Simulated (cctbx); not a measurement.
**What is wrong with this refinement?**

Cell a = 25.0530 Å, b = 7.4930 Å, c = 8.7650 Å, α = 90.00°, β = 101.62°, γ = 90.00°; space group C2/c (no. 15).

Simulated single-crystal data (cctbx): Mo Kα, λ = 0.71073 Å, to d = 0.6 Å, 50 % of the full sphere, strongest reflection 70000 counts, noise from counting, a 1.5 % proportional error and a noise floor of 4 counts (s.d.); no absorption.

An anisotropic refinement with weights 1/σ² prints:

```text
Rint 0.016, 3611 unique reflections to 0.60 A
cycle     R1     wR2    GooF  max shift (A)
   1  0.3969  0.7223  24.631   0.01320
   3  0.1640  0.4106  13.999   0.00004
final R1 0.1640 wR2 0.4106 GooF 13.999  parameters 41  data/parameter 88.1
atom        x        y        z      Ueq    occ   su(xyz)  su(Uiso or U11)
Zn1    0.42281  0.98152  0.96163  -0.0078  1.000  0.00023  0.0005  NPD
I1     0.40884  0.51868  0.67363   0.0068  1.000  0.00019  0.0005
I2     0.27480  0.99466  0.58841   0.0059  1.000  0.00018  0.0005
I3     0.33110  0.27810  0.86019   0.0310  1.000  0.00037  0.0013
Ca1    0.00000  0.33007  0.75000   0.0086  1.000  0.00088  0.0024
difference map: max 59.12 min -14.86 rms 2.70
Q1    0.0772  0.5070  0.0391    8   60.35  0.09 A from Zn1
Q2    0.2251  0.5052  0.4187    8   33.57  0.06 A from I2
Q3    0.0898  0.9907  0.3223    8   31.30  0.08 A from I1
Q4    0.1689  0.2327  0.1472    8   11.83  0.10 A from I3
Q5    0.0000  0.3361  0.7500    4    6.55  0.05 A from Ca1
Q6    0.1033  0.4017  0.0619    8    5.18  1.09 A from Zn1
```

Q: Accept it or mend it, and why?

Mend it. The fault: elements exchanged: I3 is Zn and Zn1 is I. Against the right model at the same level, R1 goes from 0.0130 to 0.1640 and GooF from 0.95 to 14.00, U of Zn1 shrinks from 0.0156 to -0.0078 Å², U of I3 swells from 0.0126 to 0.0310 Å², U of I2 shrinks from 0.0111 to 0.0059 Å², U of I1 shrinks from 0.0121 to 0.0068 Å², the top difference peak, 60.4 e/Å³, lies on Zn1 and Zn1 goes non-positive-definite. I3 has 23 electrons too many and its U swells to shed them, as expected; Zn1 has 23 electrons too few and its U shrinks to make up, as expected.

The compound is CaZn2I6. The right model at the same level gives:

```text
Rint 0.016, 3611 unique reflections to 0.60 A
cycle     R1     wR2    GooF  max shift (A)
   1  0.0312  0.0688   2.345   0.00098
   2  0.0130  0.0279   0.953   0.00002
final R1 0.0130 wR2 0.0279 GooF 0.953  parameters 41  data/parameter 88.1
atom        x        y        z      Ueq    occ   su(xyz)  su(Uiso or U11)
I1     0.42280  0.98230  0.96159   0.0156  1.000  0.00001  0.0000
I2     0.40890  0.51831  0.67390   0.0121  1.000  0.00001  0.0000
I3     0.27480  0.99459  0.58809   0.0111  1.000  0.00001  0.0000
Zn1    0.33109  0.27668  0.85907   0.0126  1.000  0.00002  0.0001
Ca1    0.00000  0.33047  0.75000   0.0153  1.000  0.00006  0.0002
difference map: max 0.59 min -0.66 rms 0.15
Q1    0.1986  0.3077  0.3755    8    0.64  1.63 A from I3
Q2    0.2011  0.1389  0.2152    8    0.60  1.12 A from Zn1
Q3    0.0732  0.2715  0.3854    8    0.57  2.06 A from I1
Q4    0.1518  0.3180  0.5371    8    0.57  2.24 A from I1
Q5    0.0997  0.2686  0.0374    8    0.56  1.82 A from Zn1
Q6    0.1154  0.4719  0.1851    8    0.56  1.48 A from I1
```

The model was made for the exercise: a known structure type with other elements put in, its volume estimated, not relaxed; displacement parameters are assumed.

[Middle refinement cycles are left out of these outputs.]

[Logs are printed without paths, hosts, clocks, repeated set-up lines and the standing remarks that a program may print on its own settings, such as how far it seeks lower states.]
